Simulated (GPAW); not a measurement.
Consider ScCl (R-3m).

```
Sc Cl
1.0
     1.73650    1.00257    8.90333
    -1.73650    1.00257    8.90333
     0.00000   -2.00514    8.90333
Sc Cl
2 2
Cartesian
  0.0000 0.0000 21.0021
  0.0000 0.0000 5.7079
  0.0000 0.0000 16.2557
  0.0000 0.0000 10.4543
```

Absorber: atom 1, with 3 Cl at 2.59 Å (pyramidal, site symmetry 3m). Method: GPAW, LDA, excited-electron core hole (neutral cell), 12-atom cell with 6.0 Å between holes, 4×4×3 k points, dipole transitions, Gaussian full width 0.9 eV up to 4 eV, rising linearly to 3.5 eV at 25 eV.

Question: Predict the near-edge structure at the Sc L₃ edge.

Main maxima up to 30 eV above the zero (height): 1.4 eV (6.70) and 8.4 eV (0.67). At an L edge the dipole rule selects empty d (and weakly s) states on the absorber, and the strong line at the onset measures the empty part of its d band. 2p–3d multiplets, which reshape such L edges, aren't in a one-electron spectrum. The total-energy difference is 399.18 eV. Two terms are added: -1.39 eV, since the hole is spin-paired here and a spin-polarised one costs that much less in the free atom (computed apart); −1.63 eV, a third of the tabulated L₂–L₃ splitting, since the scalar-relativistic hole is their mean. The photon energy is then 396.16 eV. The tabulated edge of the element is 398.7 eV. The functional leaves an error of a few eV in such absolute values.

The Sc L₃ spectrum (energy from the lowest empty level; intensity scaled to a mean of 1 over the first 20 eV; polarised curves are means over the symmetry-equivalent atoms):

```tsv
E (eV)	isotropic	ε ⊥ c	ε ∥ c
-2.0	0.00	0.00	0.00
-1.5	0.00	0.00	0.00
-1.0	0.02	0.02	0.01
-0.5	0.26	0.28	0.23
0.0	1.08	1.16	0.90
0.5	2.55	2.66	2.35
1.0	5.57	5.38	5.94
1.5	6.62	6.51	6.85
2.0	4.95	5.15	4.57
2.5	3.43	3.43	3.44
3.0	2.38	2.24	2.68
3.5	0.90	0.82	1.08
4.0	0.35	0.34	0.38
4.5	0.33	0.36	0.29
5.0	0.34	0.37	0.29
5.5	0.33	0.35	0.31
6.0	0.32	0.33	0.29
6.5	0.29	0.30	0.27
7.0	0.33	0.34	0.32
7.5	0.47	0.47	0.47
8.0	0.63	0.62	0.64
8.5	0.66	0.66	0.66
9.0	0.59	0.60	0.58
9.5	0.50	0.52	0.48
10.0	0.44	0.45	0.42
10.5	0.38	0.38	0.39
11.0	0.35	0.34	0.37
11.5	0.34	0.33	0.37
12.0	0.36	0.35	0.38
12.5	0.38	0.38	0.38
13.0	0.38	0.38	0.37
13.5	0.36	0.36	0.35
14.0	0.35	0.35	0.35
14.5	0.35	0.35	0.36
15.0	0.36	0.36	0.37
15.5	0.37	0.37	0.36
16.0	0.37	0.38	0.36
16.5	0.37	0.38	0.35
17.0	0.38	0.39	0.36
17.5	0.39	0.40	0.37
18.0	0.40	0.41	0.39
18.5	0.41	0.41	0.41
19.0	0.41	0.41	0.42
19.5	0.41	0.40	0.42
20.0	0.40	0.39	0.42
20.5	0.39	0.38	0.41
21.0	0.38	0.37	0.41
21.5	0.38	0.37	0.41
22.0	0.39	0.38	0.41
22.5	0.40	0.39	0.41
23.0	0.40	0.40	0.41
23.5	0.40	0.40	0.40
24.0	0.39	0.40	0.39
24.5	0.38	0.39	0.37
25.0	0.37	0.37	0.35
25.5	0.35	0.36	0.34
26.0	0.34	0.35	0.33
26.5	0.33	0.34	0.32
27.0	0.33	0.34	0.32
27.5	0.33	0.34	0.32
28.0	0.34	0.35	0.33
28.5	0.35	0.35	0.34
29.0	0.36	0.36	0.35
29.5	0.36	0.37	0.35
30.0	0.37	0.37	0.36
30.5	0.37	0.37	0.37
31.0	0.38	0.38	0.38
31.5	0.38	0.38	0.38
32.0	0.38	0.38	0.39
```

One-electron theory leaves out the 2p–3d multiplets that shape measured L edges of 3d elements, and the L₂ edge isn't added. The unit cell's mesh shows no gap over 0.35 eV. That is right for a metallic compound; for a small-gap or correlated insulator it would be the fault of the functional or of the assumed magnetic order, and the hole would be screened too well. The holes are only 6.0 Å apart, so the shape is probably not converged with cell size; no larger cell was run here. The mesh is coarse (0.31 Å⁻¹ between points), so small maxima may be mesh ripples. Lifetime broadening is put in by hand, and intensities beyond about 20 eV depend on it and on the partial waves; weight that the partial waves miss at high energy is lost. The structure is a published determination, not relaxed.

[Banner, clock and machine lines of the logs are left out without a mark of their own.]

[Logs are printed without paths, hosts, clocks, repeated set-up lines and the standing remarks that a program may print on its own settings, such as how far it seeks lower states.]

[Hosts, paths, dates, database ids (printed as entryN), source tags and the programs' standing remarks are cut or masked in the printed files.]

[Lists of maxima count a maximum above −3 eV only where it reaches 4 % of the highest in the window and stands out from its surroundings by 2 % of it (1.5 % where it reaches 55 %); shoulders and weaker maxima are passed over, and of the rest the first, up to two pre-edge ones and the few strongest are named.]
